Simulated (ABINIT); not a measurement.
# A GW chain in ABINIT: AlN (P6_3mc)

Wanted: ground state, empty states, screening and self-energy for AlN (P6_3mc).

Main program and level: ABINIT 10.8.3; PBE and many-body steps on it, plane waves.

The database entry behind the starting cell differs from later determinations by our own check (inner coordinate u about 0.002 short), so it need not match the best structure at ambient conditions.

### Step 1. The starting structure

Symmetry: P6_3mc, No. 186, hexagonal system. Conventional cell: a = 3.113 Å, b = 3.113 Å, c = 4.981 Å, α = 90.00°, β = 90.00°, γ = 120.00°. Nearest to Al lie 4 N at 1.89 Å. N has 4 Al at 1.89 Å nearest. Farther neighbours and most contacts between anions are not listed.

Coordinates:

```cif
data_structure
_symmetry_space_group_name_H-M 'P6_3mc'
_symmetry_Int_Tables_number 186
_cell_length_a 3.1130
_cell_length_b 3.1130
_cell_length_c 4.9810
_cell_angle_alpha 90.000
_cell_angle_beta 90.000
_cell_angle_gamma 120.000
_cell_volume 41.80
loop_
_atom_site_label
_atom_site_type_symbol
_atom_site_symmetry_multiplicity
_atom_site_Wyckoff_symbol
_atom_site_fract_x
_atom_site_fract_y
_atom_site_fract_z
_atom_site_occupancy
Al1 Al 2 b 0.33333 0.66667 0.00000 1
N1 N 2 b 0.33333 0.66667 0.38000 1
```

The cell and positions come from the Crystallography Open Database and are kept as given unless a step says otherwise.

### Step 2. Ground state

This step: ABINIT 10.8.3; DFT, PBE, plane waves, norm-conserving pseudopotentials.

The ground-state density comes first.

The input, run.abi:

```
acell 3*1.0 Angstrom
rprim 
  3.113000000011 -0.000000000003 0.000000000000
  -1.556500000003 2.695937081992 0.000000000000
  0.000000000000 0.000000000000 4.981000000000
ntypat 2
znucl 13 7
natom 4
typat 1 1 2 2
xred 
  0.333333333333 0.666666666667 0.000000000000
  0.666666666667 0.333333333333 0.500000000000
  0.333333333333 0.666666666667 0.380000000000
  0.666666666667 0.333333333333 0.880000000000
pp_dirpath "pseudos"
pseudos "Al.upf, N.upf"
ecut 36
ngkpt 6 6 4
nshiftk 1
shiftk 0 0 0
kptopt 1
chksymbreak 0
nband 14
occopt 1
tolvrs 1e-10
nstep 60
prtwf 0
optforces 0
optstress 0
indata_prefix "in"
outdata_prefix "out"
tmpdata_prefix "tmp"
```

Started as:

```sh
OMP_NUM_THREADS=1 mpirun -n 8 abinit run.abi > log
```

Numbers of over 12 decimals in the logs are rounded to 6 here.

What it wrote:

```text
.Version 10.8.3 of ABINIT. v10.8.2 released Aug 2026.

 Symmetries : space group P6_3 m c (#186); Bravais hP (primitive hexag.)
================================================================================
 Values of the parameters that define the memory need of the present run
     intxc =       0    ionmov =       0      iscf =       7    lmnmax =       6
     lnmax =       6     mgfft =      54  mpssoang =       3    mqgrid =    3001
     natom =       4  nloc_mem =       1    nspden =       1   nspinor =       1
    nsppol =       1      nsym =      12    n1xccc =    2501    ntypat =       2
    occopt =       1   xclevel =       2
-    mband =          14        mffmem =           1         mkmem =           3
       mpw =        2934          nfft =       55296          nkpt =          21
================================================================================
  Rough estimation (10% accuracy) of disk space for files :
================================================================================

--------------------------------------------------------------------------------
------------- Echo of variables that govern the present computation ------------
--------------------------------------------------------------------------------
 -outvars: echo values of preprocessed input variables --------
            acell      1.8897261259E+00  1.8897261259E+00  1.8897261259E+00 Bohr

      chksymbreak           0
             ecut      3.60000000E+01 Hartree
-          fftalg         312

              ixc     -101130
              kpt      0.00000000E+00  0.00000000E+00  0.00000000E+00
                       1.66666667E-01  0.00000000E+00  0.00000000E+00
                       3.33333333E-01  0.00000000E+00  0.00000000E+00
                       5.00000000E-01  0.00000000E+00  0.00000000E+00
                       1.66666667E-01  1.66666667E-01  0.00000000E+00
                       3.33333333E-01  1.66666667E-01  0.00000000E+00
                       3.33333333E-01  3.33333333E-01  0.00000000E+00
                       0.00000000E+00  0.00000000E+00  2.50000000E-01
                       1.66666667E-01  0.00000000E+00  2.50000000E-01
   [... 10 further rows ...]
                       3.33333333E-01  1.66666667E-01  5.00000000E-01
                       3.33333333E-01  3.33333333E-01  5.00000000E-01
         kptrlatt        6    0    0      0    6    0      0    0    4
          kptrlen      3.52963046E+01
P           mkmem           3
            natom           4
            nband          14
            ngfft          32      32      54
             nkpt          21
            nstep          60
             nsym          12
           ntypat           2
              occ      2.000000  2.000000  2.000000  2.000000  2.000000  2.000000
                       2.000000  2.000000  0.000000  0.000000  0.000000  0.000000
                       0.000000  0.000000
        optforces           0
        optstress           0
            prtwf           0
            rprim      3.1130000000E+00 -3.0000000000E-12  0.0000000000E+00
[...]
spgroup         186

           tolvrs      1.00000000E-10

             xred      3.3333333333E-01  6.6666666667E-01  1.1102230246E-16
[...]
znucl       13.00000    7.00000

================================================================================

 chkinp: Checking input parameters for consistency.

================================================================================
== DATASET  1 ==================================================================
-   mpi_nproc: 8, omp_nthreads: 1 (-1 if OMP is not activated)

--- !DatasetInfo
iteration_state: {dtset: 1, }
dimensions: {natom: 4, nkpt: 21, mband: 14, nsppol: 1, nspinor: 1, nspden: 1, mpw: 2934, }
cutoff_energies: {ecut:  36.0, pawecutdg:  -1.0, }
electrons: {nelect:   1.60000000E+01, charge:   0.00000000E+00, occopt:   1.00000000E+00, tsmear:   1.00000000E-02, }

 Real(R)+Recip(G) space primitive vectors, cartesian coordinates (Bohr,Bohr^-1):
 R(1)=  5.8827174  0.0000000  0.0000000  G(1)=  0.1699895  0.0981435  0.0000000
 R(2)= -2.9413587  5.0945827  0.0000000  G(2)=  0.0000000  0.1962869  0.0000000
 R(3)=  0.0000000  0.0000000  9.4127258  G(3)=  0.0000000  0.0000000  0.1062392
 Unit cell volume ucvol=  2.8209931E+02 bohr^3
 Angles (23,13,12)=  9.00000000E+01  9.00000000E+01  1.20000000E+02 degrees

 getcut: wavevector=  0.0000  0.0000  0.0000  ngfft=  32  32  54
         ecut(hartree)=     36.000   => boxcut(ratio)=   2.01398

--- Pseudopotential description ------------------------------------------------
- Al Generated using ONCVPSP code by D. R. Hamann
- 13.00000   3.00000  171031                  znucl, zion, pspdat
12 -101130 2 -1 1876                          pspcod,pspxc,lmax,lloc,mmax
     nproj     2     2     2
  pspatm : epsatm=    4.08140545
         --- l  ekb(1:nproj) -->
[...]
pspatm: atomic psp has been read  and splines computed

- N Generated using ONCVPSP code by D. R. Hamann
-  7.00000   5.00000  171031                  znucl, zion, pspdat
12 -101130 1 -1 1058                          pspcod,pspxc,lmax,lloc,mmax
     nproj     2     2     0
  pspatm : epsatm=    5.20977870
         --- l  ekb(1:nproj) -->
[...]
pspatm: atomic psp has been read  and splines computed

   2.97317893E+02                                ecore*ucvol(ha*bohr**3)
--------------------------------------------------------------------------------

_setup2: Arith. and geom. avg. npw (full set) are    2910.285    2910.260

================================================================================

--- !BeginCycle
iteration_state: {dtset: 1, }
solver: {iscf: 7, nstep: 60, nline: 4, wfoptalg: 0, }
tolerances: {tolvrs: 1.00E-10, }

     iter   Etot(hartree)      deltaE(h)  residm     vres2
 ETOT  1  -25.271539827214    -2.527E+01 6.107E-02 8.448E+02
 ETOT  2  -25.352258701810    -8.072E-02 1.435E-02 6.550E+02
 ETOT  3  -25.587401781115    -2.351E-01 2.152E-02 9.364E-01
 ETOT  4  -25.588085893888    -6.841E-04 8.287E-03 1.660E-02
 ETOT  5  -25.588088186692    -2.293E-06 3.580E-03 1.904E-03
 ETOT  6  -25.588088419180    -2.325E-07 1.893E-03 2.744E-05
 ETOT  7  -25.588088426564    -7.385E-09 1.489E-03 4.553E-06
 ETOT  8  -25.588088428187    -1.622E-09 1.240E-03 2.558E-08
 ETOT  9  -25.588088428195    -7.653E-12 2.108E-03 7.436E-10
 ETOT 10  -25.588088428195    -3.944E-13 1.204E-03 6.680E-11

 At SCF step   10       vres2   =  6.68E-11 < tolvrs=  1.00E-10 =>converged.

--- !ResultsGS
iteration_state: {dtset: 1, }
comment   : Summary of ground state results
lattice_vectors:
- [  5.8827174,  -0.0000000,   0.0000000, ]
- [ -2.9413587,   5.0945827,   0.0000000, ]
- [  0.0000000,   0.0000000,   9.4127258, ]
lattice_lengths: [   5.88272,    5.88272,    9.41273, ]
lattice_angles: [ 90.000,  90.000, 120.000, ] # degrees, (23, 13, 12)
lattice_volume:   2.8209931E+02
convergence: {deltae: -3.944E-13, res2:  6.680E-11, residm:  1.204E-03, diffor:  0.000E+00, }
etotal    :  -2.55880884E+01
entropy   :   0.00000000E+00
fermie    :   1.95302428E-01
cartesian_stress_tensor: null
pressure_GPa: null
xred      :
- [  3.3333E-01,   6.6667E-01,   1.1102E-16, Al]
- [  6.6667E-01,   3.3333E-01,   5.0000E-01, Al]
- [  3.3333E-01,   6.6667E-01,   3.8000E-01,  N]
- [  6.6667E-01,   3.3333E-01,   8.8000E-01,  N]
cartesian_forces: null
force_length_stats: {min: null, max: null, mean: null, }

 Integrated electronic density in atomic spheres:
 ------------------------------------------------
 Atom  Sphere_radius  Integrated_density
[...]
4        2.00000          5.37790308
================================================================================

 ----iterations are completed or convergence reached----

 Mean square residual over all n,k,spin=   65.436E-07; max=  12.038E-04
 reduced coordinates (array xred) for    4 atoms
       0.333333333333      0.666666666667      0.000000000000
       0.666666666667      0.333333333333      0.500000000000
       0.333333333333      0.666666666667      0.380000000000
       0.666666666667      0.333333333333      0.880000000000
 rms dE/dt=  0.0000E+00; max dE/dt=  0.0000E+00; dE/dt below (all hartree)
    1       0.000000000000      0.000000000000      0.000000000000
    2       0.000000000000      0.000000000000      0.000000000000
    3       0.000000000000      0.000000000000      0.000000000000
    4       0.000000000000      0.000000000000      0.000000000000

 cartesian coordinates (angstrom) at end:
    1      1.67e-12     1.797291     0.000000
    2      1.556500     0.898646     2.490500
    3      1.67e-12     1.797291     1.892780
    4      1.556500     0.898646     4.383280
 length scales=  1.889726125908  1.889726125908  1.889726125908 bohr
              =  1.000000000000  1.000000000000  1.000000000000 angstroms
 prteigrs : about to open file out_EIG
 Fermi (or HOMO) energy (hartree) =   0.19530   Average Vxc (hartree)=  -0.39340
 Eigenvalues (hartree) for nkpt=  21  k points:
 kpt#   1, nband= 14, wtk=  0.00694, kpt=  0.0000  0.0000  0.0000 (reduced coord)
  -0.36127   -0.28223   -0.02425    0.16476    0.16476    0.18869    0.18869    0.19530
   0.35040    0.44063    0.58456    0.60656    0.60656    0.67969
 prteigrs : prtvol=0 or 1, do not print more k-points.

--- !EnergyTerms
iteration_state     : {dtset: 1, }
comment             : Components of total free energy in Hartree
kinetic             :  1.63754067525830E+01
hartree             :  5.68913969396399E+00
xc                  : -8.49822455013840E+00
Ewald energy        : -2.17432241271520E+01
psp_core            :  1.05394762412788E+00
local_psp           : -1.71233917846079E+01
non_local_psp       : -1.34174203697168E+00
total_energy        : -2.55880884281950E+01
total_energy_eV     : -6.96287357515931E+02
band_energy         :  5.39239398030489E-02

== END DATASET(S) ==============================================================
================================================================================

 -outvars: echo values of variables after computation  --------
           etotal     -2.5588088428E+01
            nband          14
             nkpt          21
          spgroup         186
 [... the other variables as echoed above ...]

 Calculation completed.
```

Elapsed: 9.8 s, on 8 MPI ranks of Arm Neoverse N1, shared host; peak memory 0.56 GiB; 78 s of CPU time.

Numbers from this step:

```
total energy               : -696.2874 eV
gap                        : 4.220 eV
k of the valence top       : 0, 0, 0
k of the conduction bottom : 0, 0, 0
least direct gap           : 4.220 eV
```

The gap is direct, at Γ.

[end of part 1 of 3]

[Paths, hosts, dates, memory and timing lines, banners, echoed tables and standing remarks are left out of the program output.]

[Logs are printed without paths, hosts, clocks, repeated set-up lines and the standing remarks that a program may print on its own settings, such as how far it seeks lower states.]

[Runs of the session that timed out or met a known fault of the program may be left out.]

[Hosts, paths, dates, database ids (printed as entryN), source tags and the programs' standing remarks are cut or masked in the printed files.]

[G0W0 gaps are taken among the corrected bands and points alone; a level outside them can change the order at an edge.]

[Where Ansatz stands beside ABINIT at settings called matched, ABINIT's density can come from a denser mesh and the files from another edition; pairs whose starting gaps differed by over 0.03 eV were left out, so agreement reads better than it is.]
